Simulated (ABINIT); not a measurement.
# SrTiO3 (Tausonite): G0W0 with ABINIT, start to end, part 2 of 2

How does a plane-wave GW calculation on SrTiO3 (Tausonite) run from the first input to the gap?

ABINIT 10.8.3; PBE and many-body steps on it, plane waves. Known limits of the many-body steps: not at the basis limit; no spin-orbit coupling; coarse k mesh.

So far. Step 2 (Ground state): The gap is indirect, with the least direct gap 0.36 eV higher. Step 3 (Empty states on the mesh, 4×4×4 mesh, 143 bands): On this mesh the gap is 1.908 eV.

## 4. Screening, 4×4×4 mesh, 135 bands, screening to 149.7 eV

The RPA dielectric matrix is built and inverted for each q.

This step: RPA screening on PBE, plane waves, norm-conserving pseudopotentials.

Contents of run.abi:

```
acell 3*1.0 Angstrom
rprim 
  3.905280000000 0.000000000000 0.000000000000
  0.000000000000 3.905280000000 0.000000000000
  0.000000000000 0.000000000000 3.905280000000
ntypat 3
znucl 38 22 8
natom 5
typat 1 2 3 3 3
xred 
  0.500000000000 0.500000000000 0.500000000000
  0.000000000000 0.000000000000 0.000000000000
  0.500000000000 0.000000000000 0.000000000000
  0.000000000000 0.500000000000 0.000000000000
  0.000000000000 0.000000000000 0.500000000000
pp_dirpath "pseudos"
pseudos "Sr.upf, Ti.upf, O.upf"
ecut 38
ngkpt 4 4 4
nshiftk 1
shiftk 0 0 0
kptopt 1
chksymbreak 0
istwfk *1
occopt 1
irdwfk 1
optdriver 3
nband 135
ecuteps 5.5
inclvkb 2
awtr 1
symchi 1
indata_prefix "in"
outdata_prefix "out"
tmpdata_prefix "tmp"
```

Launch:

```
$ OMP_NUM_THREADS=1 mpirun -n 8 abinit run.abi > log
```

Numbers of over 12 decimals in the logs are rounded to 6 here.

What it wrote:

```text
.Version 10.8.3 of ABINIT. v10.8.2 released Aug 2026.

 Symmetries : space group Pm -3 m (#221); Bravais cP (primitive cubic)
[... echo of the input left out ...]
== DATASET  1 ==================================================================
-   mpi_nproc: 8, omp_nthreads: 1 (-1 if OMP is not activated)

--- !DatasetInfo
iteration_state: {dtset: 1, }
dimensions: {natom: 5, nkpt: 10, mband: 135, nsppol: 1, nspinor: 1, nspden: 1, mpw: 4632, }
cutoff_energies: {ecut:  38.0, pawecutdg:  -1.0, }
electrons: {nelect:   4.00000000E+01, charge:   0.00000000E+00, occopt:   1.00000000E+00, tsmear:   1.00000000E-02, }

 SCREENING: Calculation of the susceptibility and dielectric matrices

 Based on a program developped by R.W. Godby, V. Olevano, G. Onida, and L. Reining.
 Incorporated in ABINIT by V. Olevano, G.-M. Rignanese, and M. Torrent.
.Using double precision arithmetic ; gwpc =  8

[... cell and pseudopotentials left out ...]
--------------------------------------------------------------------------------

 ==== K-mesh for the wavefunctions ====
 Number of points in the irreducible wedge :    10
[... list of points left out ...]
 Together with 48 symmetry operations and time-reversal symmetry
 yields    64 points in the full Brillouin Zone.

 ==== Q-mesh for the screening function ====
 Number of points in the irreducible wedge :    10
[... list of points left out ...]
 Together with 48 symmetry operations and time-reversal symmetry
 yields    64 points in the full Brillouin Zone.

 setmesh: FFT mesh size selected  =    27x   27x   27
          total number of points  =        19683

 vcoul_init : cutoff-mode = AUXILIARY_FUNCTION
 q-points for optical limit:   1
     1)      0.000010    0.000020    0.000030

- screening: taking advantage of time-reversal symmetry
- Maximum band index for partially occupied states nbvw = 20
- Remaining bands to be divided among processors   nbcw = 115
- Number of bands treated by each node ~14

 Number of electrons calculated from density =   40.0000; Expected =   40.0000
 average of density, n =  0.099519
 r_s =    1.3387
 omega_plasma =   30.4305 [eV]

 calculating chi0 at frequencies [eV] :
  1    0.000000E+00    0.000000E+00
  2    0.000000E+00    3.043050E+01

--------------------------------------------------------------------------------
  q-point number  1        q = ( 0.000000, 0.000000, 0.000000) [r.l.u.]
--------------------------------------------------------------------------------
[... chi0 elements left out ...]
 For q-point:  0.000010 0.000020 0.000030
  dielectric constant =   6.4019
  dielectric constant without local fields =   6.7713

  Average fulfillment of the sum rule on Im[epsilon] for q-point    1 :     66.37  [%]
[... wings left out ...]
  q-point number  2        q = ( 0.250000, 0.000000, 0.000000) [r.l.u.]
--------------------------------------------------------------------------------
[... chi0 elements left out ...]
  Average fulfillment of the sum rule on Im[epsilon] for q-point    2 :     76.89  [%]

 [... 8 further q-points ...]
```

It took 2.1 min on 8 MPI ranks of Arm Neoverse N1, shared host; peak memory 1.9 GiB; 16 min of CPU time.

Numbers from this step:

| Item | Value |
| --- | --- |
| ε∞ with local fields, on this mesh, along the program's q direction | 6.402 |
| the same without local fields | 6.771 |
| plasma frequency | 30.43 eV |
| plane waves in the screening matrix | 251 |

Local fields lower ε∞ by 5 %. On a Γ-centred mesh this coarse the value itself is usually too large, while a short band sum pulls it down.

## 5. Self-energy, 4×4×4 mesh, 135 bands, screening to 149.7 eV

The self-energy is evaluated for the states that the input lists, and the levels follow from it, in one-shot runs by the linearised quasiparticle equation.

This step: G0W0 on PBE, plane waves, norm-conserving pseudopotentials.

run.abi: that of step 4 with these lines changed.

```diff
@@ -26,8 +26,17 @@
 irdwfk 1
-optdriver 3
+optdriver 4
 nband 135
+gwcalctyp 0
+ecutsigx 38
+symsigma 1
+nkptgw 2
+kptgw 
+  0.5000000000 0.5000000000 0.5000000000
+  0.0000000000 0.0000000000 0.0000000000
+bdgw 
+  18 23
+  18 23
 ecuteps 5.5
-inclvkb 2
-awtr 1
-symchi 1
+irdscr 1
+ppmodel 1
 indata_prefix "in"
```

What it wrote:

```text
.Version 10.8.3 of ABINIT. v10.8.2 released Aug 2026.

 Symmetries : space group Pm -3 m (#221); Bravais cP (primitive cubic)
[... echo of the input left out ...]
== DATASET  1 ==================================================================
-   mpi_nproc: 8, omp_nthreads: 1 (-1 if OMP is not activated)

--- !DatasetInfo
iteration_state: {dtset: 1, }
dimensions: {natom: 5, nkpt: 10, mband: 135, nsppol: 1, nspinor: 1, nspden: 1, mpw: 4632, }
cutoff_energies: {ecut:  38.0, pawecutdg:  -1.0, }
electrons: {nelect:   4.00000000E+01, charge:   0.00000000E+00, occopt:   1.00000000E+00, tsmear:   1.00000000E-02, }

 SIGMA: Calculation of the GW corrections

 Based on a program developped by R.W. Godby, V. Olevano, G. Onida, and L. Reining.
 Incorporated in ABINIT by V. Olevano, G.-M. Rignanese, and M. Torrent.
.Using double precision arithmetic ; gwpc =  8

[... cell and pseudopotentials left out ...]
--------------------------------------------------------------------------------

 ==== K-mesh for the wavefunctions ====
 Number of points in the irreducible wedge :    10
[... list of points left out ...]
 Together with 48 symmetry operations and time-reversal symmetry
 yields    64 points in the full Brillouin Zone.

 ==== Q-mesh for screening function ====
 Number of points in the irreducible wedge :    10
[... list of points left out ...]
 Together with 48 symmetry operations and time-reversal symmetry
 yields    64 points in the full Brillouin Zone.

 vcoul_init : cutoff-mode = AUXILIARY_FUNCTION
 q-points for optical limit:   1
     1)      0.000010    0.000020    0.000030
 setmesh: FFT mesh size selected  =    45x   45x   45
          total number of points  =        91125

 Number of electrons calculated from density =   40.0000; Expected =   40.0000
 average of density, n =  0.099519
 r_s =    1.3387
 omega_plasma =   30.4305 [eV]

 === KS Band Gaps ===
  >>>> For spin  1
   Minimum direct gap =   2.2628 [eV], located at k-point      :   0.0000  0.0000  0.0000
   Fundamental gap    =   1.9077 [eV], Top of valence bands at :   0.5000  0.5000  0.5000
                                       Bottom of conduction at :   0.0000  0.0000  0.0000
 SIGMA fundamental parameters:
 PLASMON POLE MODEL  1
 number of plane-waves for SigmaX                 4457
 number of plane-waves for SigmaC and W            251
 number of plane-waves for wavefunctions          4457
 number of bands                                   135
 number of independent spin polarizations            1
 number of spinorial components                      1
 number of k-points in IBZ                          10
 number of q-points in IBZ                          10
 number of symmetry operations                      48
 number of k-points in BZ                           64
 number of q-points in BZ                           64
 number of frequencies for dSigma/dE                 9
 frequency step for dSigma/dE [eV]                0.25
 number of omega for Sigma on real axis              0
 max omega for Sigma on real axis  [eV]           0.00
 zcut for avoiding poles [eV]                     0.10

 EPSILON^-1 parameters (SCR file):
 dimension of the eps^-1 matrix on file            251
 dimension of the eps^-1 matrix used               251
 number of plane-waves for wavefunctions          4457
 number of bands                                   135
 number of q-points in IBZ                          10
 number of frequencies                               2
 number of real frequencies                          1
 number of imag frequencies                          1

 matrix elements of self-energy operator (all in [eV])

 Perturbative Calculation

--- !SelfEnergy_ee
iteration_state: {dtset: 1, }
kpoint     : [   0.500,    0.500,    0.500, ]
spin       : 1
KS_gap     :    4.517
QP_gap     :    6.412
Delta_QP_KS:    1.895
data: !SigmaeeData |
     Band     E0 <VxcDFT>   SigX SigC(E0)      Z dSigC/dE  Sig(E)    E-E0       E
       18   6.925 -20.195 -25.189   4.928   0.769  -0.300 -20.245  -0.051   6.875
       19   6.925 -20.195 -25.189   4.928   0.769  -0.300 -20.245  -0.051   6.875
       20   6.925 -20.195 -25.189   4.928   0.769  -0.300 -20.245  -0.051   6.875
       21  11.442 -21.983 -12.959  -6.518   0.736  -0.359 -20.139   1.845  13.286
       22  11.442 -21.983 -12.959  -6.518   0.736  -0.359 -20.139   1.845  13.286
       23  11.442 -21.983 -12.959  -6.518   0.736  -0.359 -20.139   1.845  13.286

--- !SelfEnergy_ee
iteration_state: {dtset: 1, }
kpoint     : [   0.000,    0.000,    0.000, ]
spin       : 1
KS_gap     :    2.263
QP_gap     :    3.848
Delta_QP_KS:    1.585
data: !SigmaeeData |
     Band     E0 <VxcDFT>   SigX SigC(E0)      Z dSigC/dE  Sig(E)    E-E0       E
       18   6.570 -20.542 -25.366   4.744   0.774  -0.292 -20.604  -0.062   6.508
       19   6.570 -20.542 -25.366   4.744   0.774  -0.292 -20.604  -0.062   6.508
       20   6.570 -20.542 -25.366   4.744   0.774  -0.292 -20.604  -0.062   6.508
       21   8.833 -18.883 -11.450  -5.484   0.781  -0.280 -17.360   1.523  10.356
       22   8.833 -18.883 -11.450  -5.484   0.781  -0.280 -17.360   1.523  10.356
       23   8.833 -18.883 -11.450  -5.484   0.781  -0.280 -17.360   1.523  10.356

== END DATASET(S) ==============================================================
================================================================================

 -outvars: echo values of variables after computation  --------
           etotal      0.0000000000E+00
            nband         135
             nkpt          10
          spgroup         221
 [... the other variables as echoed above ...]

 Calculation completed.
```

Elapsed: 19 s, on 8 MPI ranks; peak memory 1.8 GiB; 2.5 min of CPU time.

Numbers from this step:

```
G0W0 gap on the points computed              : 3.481 eV
starting gap on the mesh                     : 1.908 eV
k of the valence top                         : 0.5, 0.5, 0.5
k of the conduction bottom                   : 0, 0, 0
Z at the valence top                         : 0.769
Z at the conduction bottom                   : 0.781
least direct G0W0 gap on the computed points : 3.848 eV
```

The gap on the mesh goes from 1.91 eV to 3.48 eV, a correction of +1.57 eV.

Limits: finite bands, cutoff and mesh; no spin-orbit coupling; coarse k mesh. v1 is the top filled band, c1 the lowest empty one. Levels before and after the correction, in eV, zero at the valence-band top of each column:

```tsv
	conduction bottom	valence top
Kohn-Sham	1.91	0.00
G0W0	3.48	0.00
```

```tsv
	level	energy (eV)
Kohn-Sham	(0.5 0.5 0.5) v3-v1	0.000
Kohn-Sham	(0.5 0.5 0.5) c1-c3	4.517
Kohn-Sham	Γ v3-v1	-0.355
Kohn-Sham	Γ c1-c3	1.908
G0W0	(0.5 0.5 0.5) v3-v1	0.000
G0W0	(0.5 0.5 0.5) c1-c3	6.411
G0W0	Γ v3-v1	-0.367
G0W0	Γ c1-c3	3.481
```

## 6. Where the time went

Times are wall times on 8 MPI ranks of Arm Neoverse N1, shared host, good to a factor of about two.

```tsv
step	time	share	memory (GiB)
ground state	43 s	9 %	0.69
empty states on the mesh	5.2 min	63 %	9.1
screening	2.1 min	25 %	1.9
self-energy	19 s	4 %	1.8
```

## 7. Outcome

```json
{"PBE gap": "1.91 eV, indirect", "G0W0 gap on the mesh": "3.48 eV", "GW settings": "4×4×4 mesh, 135 bands, screening to 149.7 eV, Godby-Needs plasmon pole", "known limits": "not at the basis limit; no spin-orbit coupling; coarse k mesh"}
```

What this shows: G0W0 moves the gap on the mesh from 1.91 eV to 3.48 eV (+1.57 eV), with Z of 0.77 and 0.78 at the edges. Local fields lower the RPA ε∞ on this mesh from 6.77 to 6.40; a Γ-centred mesh this coarse tends to raise both, most where the direct gap is narrow, while a short band sum lowers them. Only 2 of the mesh's irreducible points were corrected, so a valley elsewhere could overtake. The dearest step here is «empty states on the mesh». Against experiment, by G0W0@PBE: the direct gap of 3.85 eV lies +0.08 eV from the measured 3.77 eV (direct, 300 K, 2013). An exciton line or allowed optical edge lies below the quasiparticle gap by the binding energy; a forbidden edge can push the onset above it. The calculation has static nuclei and no excitons; a measured gap holds zero-point and thermal motion, which mostly lowers it. Bands and cutoff are finite, so the gap is not at the basis limit. The miss can reach some tenths of an eV and take either sign; the mesh is an error of its own. In the G0W0 run levels were corrected at 2 k points alone, so a gap called «on the mesh» is the least over those, and an edge elsewhere would be missed. The 4×4×4 mesh is coarse for this cell, which bears on the long-range parts of exchange and screening. This is the ideal cubic cell; many perovskites, halides above all, are cubic only on average, and local tilts or off-centring can widen the gap. The many-body steps are scalar-relativistic: spin-orbit coupling is not in them.

[Paths, hosts, dates, memory and timing lines, banners, echoed tables and standing remarks are left out of the program output.]

[Logs are printed without paths, hosts, clocks, repeated set-up lines and the standing remarks that a program may print on its own settings, such as how far it seeks lower states.]

[Runs of the session that timed out or met a known fault of the program may be left out.]

[Hosts, paths, dates, database ids (printed as entryN), source tags and the programs' standing remarks are cut or masked in the printed files.]

[G0W0 gaps are taken among the corrected bands and points alone; a level outside them can change the order at an edge.]

[Where Ansatz stands beside ABINIT at settings called matched, ABINIT's density can come from a denser mesh and the files from another edition; pairs whose starting gaps differed by over 0.03 eV were left out, so agreement reads better than it is.]
